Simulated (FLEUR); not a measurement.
## Magnetic state of GdNi2 from several starts

Wanted: the moments of GdNi2 and the energy of each order that was tried.

Method: LDA (VWN) with U = 6.7 eV, J = 0.7 eV on Gd f; all-electron FLAPW, Dirac cores, scalar-relativistic bands, in FLEUR MaX-R8.1.

Report form: the programs' logs are mostly left out.

## 1. The starting structure

The structure is cubic, space group Fd-3m (No. 227). Conventional cell: a = 7.146 Å, b = 7.146 Å, c = 7.146 Å, α = 90.00°, β = 90.00°, γ = 90.00°. Gd has 12 Ni at 2.96 Å and 4 Gd at 3.09 Å nearest. Nearest to Ni lie 6 Ni at 2.53 Å and 6 Gd at 2.96 Å. Farther neighbours are not listed.

Structure file:

```xyz
6
Lattice="0.0000 3.5731 3.5731 3.5731 0.0000 3.5731 3.5731 3.5731 0.0000" Properties=species:S:1:pos:R:3 pbc="T T T"
Gd    0.0000    0.0000    0.0000
Gd    1.7865    1.7865    1.7865
Ni    4.4663    4.4663    4.4663
Ni    4.4663    2.6798    2.6798
Ni    2.6798    4.4663    2.6798
Ni    2.6798    2.6798    4.4663
```

The cell comes from a database of computed structures and need not be the stable phase.

## 2. Order 1, typed as ferro ++++++

The parallel start is the test of whether parallel moments hold. A Hubbard U acts on the open shell, since semilocal functionals spread its electrons too much.

The file n_mmp_mat seeds the f occupations with whole cubic orbitals by Hund's first rule, so that the U acts from the first pass. inpgen writes inp.xml from crystal.txt; cutoffs, mixing, functional, smearing and local orbitals are then set in the file. The k list default-1 (kpts.xml, not shown) is a Γ-centred 8×8×8 mesh; where the ranks do not divide the number of points, some are split in two of half the weight. The seed on Ni dies away in this run, so the pattern is judged on the other seeded atoms.

File inp.xml:

```
<?xml version="1.0" encoding="UTF-8" standalone="no"?>
<fleurInput fleurInputVersion="0.39">
   <comment>
      GdNi2
   </comment>
   <calculationSetup>
      <cutoffs Kmax="3.6" Gmax="10.8" GmaxXC="10.8" numbands="0"/>
      <scfLoop itmax="130" minDistance="0.0001" maxIterBroyd="15" imix="Anderson" alpha="0.05" precondParam="0.0" spinf="2.0" sdNocoIR="T"/>
      <coreElectrons ctail="T" frcor="F" kcrel="0" coretail_lmax="0"/>
      <xcFunctional name="vwn" relativisticCorrections="F"/>
      <magnetism jspins="2"/>
      <soc l_soc="F" theta="0.0" phi="0.0" spav="F"/>
      <expertModes spex="0" secvar="F"/>
      <geometryOptimization l_f="F" forcealpha="1.0" forcemix="BFGS" epsdisp="0.00001" epsforce="0.00001"/>
      <ldaU l_linMix="F" mixParam="0.05" spinf="1.0"/>
   </calculationSetup>
   <cell>
      <bzIntegration valenceElectrons="108.0" mode="hist" fermiSmearingEnergy="0.00293995">
         <kPointListSelection listName="default-1"/>
         <xi:include xmlns:xi="http://www.w3.org/2001/XInclude" href="kpts.xml"> </xi:include>
      </bzIntegration>
      <xi:include xmlns:xi="http://www.w3.org/2001/XInclude" href="sym.xml"> </xi:include>
      <bulkLattice scale="1.0">
         <bravaisMatrix>
            <row-1>    0.0000000000000000     6.7521339302463481     6.7521339302463481</row-1>
            <row-2>    6.7521339302463481     0.0000000000000000     6.7521339302463481</row-2>
            <row-3>    6.7521339302463481     6.7521339302463481     0.0000000000000000</row-3>
         </bravaisMatrix>
      </bulkLattice>
   </cell>
   <atomSpecies>
      <species name="Gadolinium7.000" element="Gd" atomicNumber="64">
         <mtSphere radius="2.8" gridPoints="925" logIncrement="0.014"/>
         <atomicCutoffs lmax="10" lnonsphr="8"/>
         <electronConfig flipSpins="F">
            <coreConfig>(1s1/2) (2s1/2) (2p1/2) (2p3/2) (3s1/2) (3p1/2) (3p3/2) (4s1/2) (3d3/2) (3d5/2) (4p1/2) (4p3/2) (4d3/2) (4d5/2)</coreConfig>
            <valenceConfig>(5s1/2) (5p1/2) (5p3/2) (6s1/2) (4f5/2) (4f7/2) (5d3/2) (5d5/2)</valenceConfig>
            <stateOccupation state="(4f5/2)" spinUp="2.5" spinDown="0.5"/>
            <stateOccupation state="(4f7/2)" spinUp="4.0" spinDown="0.0"/>
            <stateOccupation state="(5d3/2)" spinUp="0.4" spinDown="0.0"/>
            <stateOccupation state="(5d5/2)" spinUp="0.6" spinDown="0.0"/>
         </electronConfig>
         <energyParameters s="6" p="6" d="5" f="4"/>
         <ldaU l="3" U="6.7" J="0.7" l_amf="F"/>
         <lo type="SCLO" l="0" n="5" eDeriv="0"/>
         <lo type="SCLO" l="1" n="5" eDeriv="0"/>
      </species>
      <species name="Nickel (Ni1.001" element="Ni" atomicNumber="28">
         <mtSphere radius="2.33" gridPoints="771" logIncrement="0.016"/>
         <atomicCutoffs lmax="8" lnonsphr="6"/>
         <electronConfig flipSpins="F">
            <coreConfig>(1s1/2) (2s1/2) (2p1/2) (2p3/2)</coreConfig>
            <valenceConfig>(3s1/2) (3p1/2) (3p3/2) (4s1/2) (3d3/2) (3d5/2)</valenceConfig>
            <stateOccupation state="(3d3/2)" spinUp="1.6" spinDown="1.6"/>
            <stateOccupation state="(3d5/2)" spinUp="2.9005" spinDown="1.8995"/>
         </electronConfig>
         <energyParameters s="4" p="4" d="3" f="4"/>
         <lo type="SCLO" l="0" n="3" eDeriv="0"/>
         <lo type="SCLO" l="1" n="3" eDeriv="0"/>
      </species>
   </atomSpecies>
   <atomGroups>
      <atomGroup species="Gadolinium7.000">
         <relPos label="                   1">-1.000/8.000 -1.000/8.000 -1.000/8.000</relPos>
         <relPos label="                   2">1.000/8.000 1.000/8.000 1.000/8.000</relPos>
         <force calculate="T" relaxXYZ="TTT"/>
      </atomGroup>
      <atomGroup species="Nickel (Ni1.001">
         <relPos label="                   3">1.000/2.000 1.000/2.000 1.000/2.000</relPos>
         <relPos label="                   4">.0000000000 1.000/2.000 1.000/2.000</relPos>
         <relPos label="                   5">1.000/2.000 .0000000000 1.000/2.000</relPos>
         <relPos label="                   6">1.000/2.000 1.000/2.000 .0000000000</relPos>
         <force calculate="T" relaxXYZ="TTT"/>
      </atomGroup>
   </atomGroups>
   <output dos="F" band="F" slice="F">
      <bandDOS minEnergy="-.5*Htr" maxEnergy="0.5*Htr" sigma="0.015" storeEVData="T"/>
      <plotting iplot="0" polar="F">
         <plot TwoD="T" vec1="  1.0  0.0  0.0" vec2="  0.0  1.0  0.0" vec3="  0.0  0.0  1.0" zero="  0.0  0.0  0.0" file="plot"/>
      </plotting>
      <moessbauerParams electricFieldGradient="F" isomerShift="F" coreHyperfine="F" valenceHyperfine="F"/>
   </output>
</fleurInput>
```

File crystal.txt:

```
GdNi2
&input film=F cartesian=F /
0.00000000000  3.57307540090  3.57307540090
3.57307540090  0.00000000000  3.57307540090
3.57307540090  3.57307540090  0.00000000000
1.8897261246
1.0 1.0 1.0

6
64 0.00000000000  0.00000000000  0.00000000000 : 7.000
64 0.25000000000  0.25000000000  0.25000000000 : 7.000
28 0.62500000000  0.62500000000  0.62500000000 : 1.001
28 0.12500000000  0.62500000000  0.62500000000 : 1.001
28 0.62500000000  0.12500000000  0.62500000000 : 1.001
28 0.62500000000  0.62500000000  0.12500000000 : 1.001

&kpt div1=8 div2=8 div3=8 gamma=T /
```

Launch:

```bash
OMP_NUM_THREADS=1 inpgen -f crystal.txt > inpgen.log  # inp.xml is then edited as shown
OMP_NUM_THREADS=1 mpirun -n 4 fleur_MPI > fleur.log
```

Wall time 1.7 min (4 MPI ranks of Intel Xeon Platinum 8259CL at 2.50GHz (Skylake/Cascade Lake), shared host); peak memory 0.32 GiB.

Spin moment in the muffin-tin sphere by atom:

| atom | spin moment in the muffin-tin sphere (μB) |
| --- | --- |
| Gd1 | 7.17 |
| Gd2 | 7.17 |
| Ni3 | -0.11 |
| Ni4 | -0.11 |
| Ni5 | -0.11 |
| Ni6 | -0.11 |

Read from the output:

```yaml
free_energy: -778783.4876 eV
program_s_band_gap_on_this_mesh_in_a_metal_only_a_level_spacing: 1.83e-4 eV
magnetization: 14.19 μB
final_state: ferromagnetic, with opposed induced moments
```

After 28 cycles the largest moment stands at 7.17 μB.

## 3. Run 2 (antiferro +-++--)

Another pattern of signs weighs the neighbour shells otherwise.

The seed on Ni dies away in this run, so the pattern is judged on the other seeded atoms.

Changes to inp.xml since step 2:

```diff
@@ -47,2 +47,18 @@
       </species>
+      <species name="Gadolinium-7.000" element="Gd" atomicNumber="64">
+         <mtSphere radius="2.8" gridPoints="925" logIncrement="0.014"/>
+         <atomicCutoffs lmax="10" lnonsphr="8"/>
+         <electronConfig flipSpins="F">
+            <coreConfig>(1s1/2) (2s1/2) (2p1/2) (2p3/2) (3s1/2) (3p1/2) (3p3/2) (4s1/2) (3d3/2) (3d5/2) (4p1/2) (4p3/2) (4d3/2) (4d5/2)</coreConfig>
+            <valenceConfig>(5s1/2) (5p1/2) (5p3/2) (6s1/2) (4f5/2) (4f7/2) (5d3/2) (5d5/2)</valenceConfig>
+            <stateOccupation state="(4f5/2)" spinUp="0.5" spinDown="2.5"/>
+            <stateOccupation state="(4f7/2)" spinUp="0.0" spinDown="4.0"/>
+            <stateOccupation state="(5d3/2)" spinUp="0.0" spinDown="0.4"/>
+            <stateOccupation state="(5d5/2)" spinUp="0.0" spinDown="0.6"/>
+         </electronConfig>
+         <energyParameters s="6" p="6" d="5" f="4"/>
+         <ldaU l="3" U="6.7" J="0.7" l_amf="F"/>
+         <lo type="SCLO" l="0" n="5" eDeriv="0"/>
+         <lo type="SCLO" l="1" n="5" eDeriv="0"/>
+      </species>
       <species name="Nickel (Ni1.001" element="Ni" atomicNumber="28">
@@ -60,2 +76,15 @@
       </species>
+      <species name="Nickel (Ni-1.001" element="Ni" atomicNumber="28">
+         <mtSphere radius="2.33" gridPoints="771" logIncrement="0.016"/>
+         <atomicCutoffs lmax="8" lnonsphr="6"/>
+         <electronConfig flipSpins="F">
+            <coreConfig>(1s1/2) (2s1/2) (2p1/2) (2p3/2)</coreConfig>
+            <valenceConfig>(3s1/2) (3p1/2) (3p3/2) (4s1/2) (3d3/2) (3d5/2)</valenceConfig>
+            <stateOccupation state="(3d3/2)" spinUp="1.6" spinDown="1.6"/>
+            <stateOccupation state="(3d5/2)" spinUp="1.8995" spinDown="2.9005"/>
+         </electronConfig>
+         <energyParameters s="4" p="4" d="3" f="4"/>
+         <lo type="SCLO" l="0" n="3" eDeriv="0"/>
+         <lo type="SCLO" l="1" n="3" eDeriv="0"/>
+      </species>
    </atomSpecies>
@@ -63,4 +92,7 @@
       <atomGroup species="Gadolinium7.000">
-         <relPos label="                   1">-1.000/8.000 -1.000/8.000 -1.000/8.000</relPos>
-         <relPos label="                   2">1.000/8.000 1.000/8.000 1.000/8.000</relPos>
+         <relPos label="                   1">.0000000000 .0000000000 .0000000000</relPos>
+         <force calculate="T" relaxXYZ="TTT"/>
+      </atomGroup>
+      <atomGroup species="Gadolinium-7.000">
+         <relPos label="                   2">1.000/4.000 1.000/4.000 1.000/4.000</relPos>
          <force calculate="T" relaxXYZ="TTT"/>
@@ -68,6 +100,9 @@
       <atomGroup species="Nickel (Ni1.001">
-         <relPos label="                   3">1.000/2.000 1.000/2.000 1.000/2.000</relPos>
-         <relPos label="                   4">.0000000000 1.000/2.000 1.000/2.000</relPos>
-         <relPos label="                   5">1.000/2.000 .0000000000 1.000/2.000</relPos>
-         <relPos label="                   6">1.000/2.000 1.000/2.000 .0000000000</relPos>
+         <relPos label="                   3">-3.000/8.000 -3.000/8.000 -3.000/8.000</relPos>
+         <relPos label="                   4">1.000/8.000 -3.000/8.000 -3.000/8.000</relPos>
+         <force calculate="T" relaxXYZ="TTT"/>
+      </atomGroup>
+      <atomGroup species="Nickel (Ni-1.001">
+         <relPos label="                   5">-3.000/8.000 1.000/8.000 -3.000/8.000</relPos>
+         <relPos label="                   6">-3.000/8.000 -3.000/8.000 1.000/8.000</relPos>
          <force calculate="T" relaxXYZ="TTT"/>
```

File crystal.txt:

```
GdNi2
&input film=F cartesian=F /
0.00000000000  3.57307540090  3.57307540090
3.57307540090  0.00000000000  3.57307540090
3.57307540090  3.57307540090  0.00000000000
1.8897261246
1.0 1.0 1.0

6
64 0.00000000000  0.00000000000  0.00000000000 : 7.000
64 0.25000000000  0.25000000000  0.25000000000 : -7.000
28 0.62500000000  0.62500000000  0.62500000000 : 1.001
28 0.12500000000  0.62500000000  0.62500000000 : 1.001
28 0.62500000000  0.12500000000  0.62500000000 : -1.001
28 0.62500000000  0.62500000000  0.12500000000 : -1.001

&kpt div1=8 div2=8 div3=8 gamma=T /
```

Run time: 10 min. Hardware: 4 MPI ranks; peak memory 0.67 GiB; 40 min of CPU time.

Spin moment in the muffin-tin sphere by atom:

| atom | spin moment in the muffin-tin sphere (μB) |
| --- | --- |
| Gd1 | 7.09 |
| Gd2 | -7.09 |
| Ni3 | 0.00 |
| Ni4 | 0.00 |
| Ni5 | 0.00 |
| Ni6 | 0.00 |

This step gave:

* free energy: -778783.4491 eV
* program's band gap on this mesh (in a metal only a level spacing): 1.00e-9 eV
* magnetization: 0 μB
* final state: antiferromagnetic

It lies 6.41 meV a seeded atom over the first start, and its largest moment is 7.09 μB against 7.17 μB.

## 4. An attempt with other settings

An input with a fault is tried, to see how the program answers.

Changes to inp.xml since step 2:

```diff
@@ -7,3 +7,3 @@
       <cutoffs Kmax="3.6" Gmax="10.8" GmaxXC="10.8" numbands="0"/>
-      <scfLoop itmax="130" minDistance="0.0001" maxIterBroyd="15" imix="Anderson" alpha="0.05" precondParam="0.0" spinf="2.0" sdNocoIR="T"/>
+      <scfLoop itmax="60" minDistance="0.0001" maxIterBroyd="15" imix="Anderson" alpha="0.05" precondParam="0.0" spinf="2.0" sdNocoIR="T"/>
       <coreElectrons ctail="T" frcor="F" kcrel="0" coretail_lmax="0"/>
@@ -32,3 +32,3 @@
       <species name="Gadolinium7.000" element="Gd" atomicNumber="64">
-         <mtSphere radius="2.8" gridPoints="925" logIncrement="0.014"/>
+         <mtSphere radius="3.40" gridPoints="925" logIncrement="0.014"/>
          <atomicCutoffs lmax="10" lnonsphr="8"/>
@@ -48,3 +48,3 @@
       <species name="Nickel (Ni1.001" element="Ni" atomicNumber="28">
-         <mtSphere radius="2.33" gridPoints="771" logIncrement="0.016"/>
+         <mtSphere radius="3.40" gridPoints="771" logIncrement="0.016"/>
          <atomicCutoffs lmax="8" lnonsphr="6"/>
```

crystal.txt is that of step 2.

Run time: 2.7 s. Hardware: 4 MPI ranks; peak memory 0.17 GiB.

The program refused the input before any cycle.

The program's message: “Overlapping MT-radii of two neighbours detected.”

The fault in the input: spheres that overlap.

Muffin-tin spheres may not overlap; the radii must fit the shortest distances.

## 5. The states side by side

Free energies are divided by the number of seeded atoms. The count holds Ni, whose seed died away.

Orders:

| start | final state | typed order kept | energy over the lowest (meV a seeded atom) | largest sphere moment (μB) | net moment (μB a primitive cell) | mesh matched | CPU time (s) |
| --- | --- | --- | --- | --- | --- | --- | --- |
| ferro ++++++ | ferromagnetic, with opposed induced moments | yes | 0 | 7.165 | 14.19 | yes | 406 |
| antiferro +-++-- | antiferromagnetic | yes | 6.408 | 7.094 | 0 | yes | 2426 |

## 6. Spin–orbit coupling, moments along [001]

Spin–orbit coupling ties the spins to the lattice and lets orbital moments form.

A new self-consistent run of the start ferro ++++++, with the moments along z. Here n_mmp_mat seeds f states of whole m by Hund's three rules. The seed on Ni dies away in this run, so the pattern is judged on the other seeded atoms.

Changes to inp.xml since step 2:

```diff
@@ -6,3 +6,3 @@
    <calculationSetup>
-      <cutoffs Kmax="3.6" Gmax="10.8" GmaxXC="10.8" numbands="0"/>
+      <cutoffs Kmax="3.6" Gmax="10.8" GmaxXC="10.8" numbands="228"/>
       <scfLoop itmax="130" minDistance="0.0001" maxIterBroyd="15" imix="Anderson" alpha="0.05" precondParam="0.0" spinf="2.0" sdNocoIR="T"/>
@@ -11,3 +11,3 @@
       <magnetism jspins="2"/>
-      <soc l_soc="F" theta="0.0" phi="0.0" spav="F"/>
+      <soc l_soc="T" theta="0.0" phi="0.0" spav="F"/>
       <expertModes spex="0" secvar="F"/>
```

Changes to crystal.txt since step 2:

```diff
@@ -16,2 +16,3 @@
 
+&soc 0.0000000 0.0000000 /
 &kpt div1=8 div2=8 div3=8 gamma=T /
```

Wall time 25 min (4 MPI ranks); peak memory 1.2 GiB; 1.6 h of CPU time.

Spin moment in the muffin-tin sphere by atom:

| atom | spin moment in the muffin-tin sphere (μB) |
| --- | --- |
| Gd1 | 7.15 |
| Gd2 | 7.15 |
| Ni3 | -0.10 |
| Ni4 | -0.10 |
| Ni5 | -0.10 |
| Ni6 | -0.10 |

Read from the output:

```yaml
free_energy: -778784.4378 eV
program_s_band_gap_on_this_mesh_in_a_metal_only_a_level_spacing: 0 eV
magnetization: 14.18 μB
final_state: ferromagnetic, with opposed induced moments
orbital_moment_along_the_spin: -0.0053 μB
```

Orbital moment in the sphere, along the spin axis by atom:

| atom | orbital moment in the sphere, along the spin axis (μB) |
| --- | --- |
| Gd1 | -0.0053 |
| Gd2 | -0.0053 |
| Ni3 | -0.0107 |
| Ni4 | -0.0107 |
| Ni5 | -0.0107 |
| Ni6 | -0.0107 |

## 7. Outcome

* lowest state found: ferromagnetic (typed ferro ++++++)
* largest site spin moment: 7.17 μB
* next finished state: antiferromagnetic, 6.41 meV a seeded atom higher
* orbital moment on the atom of largest spin, along its spin (spin–orbit run): -0.0053 μB
* spin plus orbital moment: Gd 7.15 μB

The lowest state found is ferromagnetic, reached from the start ferro ++++++, with moments up to 7.17 μB. The next finished state costs 6.4 meV a seeded atom. The shell is near half filling, where Hund's rules give no orbital moment. This is the lowest of 2 finished starts, no proof of the ground state. With 6 seeded atoms in the first cell, sign patterns within that cell may remain untried. The f shell is half filled, so the spin-only picture is fair.

[Logs and program files are shortened in this print: banners, set-up blocks, solver, clock and traceback lines can be left out without a mark of their own.]

[Logs are printed without paths, hosts, clocks, repeated set-up lines and the standing remarks that a program may print on its own settings, such as how far it seeks lower states.]

[Hosts, paths, dates, database ids (printed as entryN), source tags and the programs' standing remarks are cut or masked in the printed files.]

[Where a cell is said to come from a database of computed structures, the database is the Materials Project.]
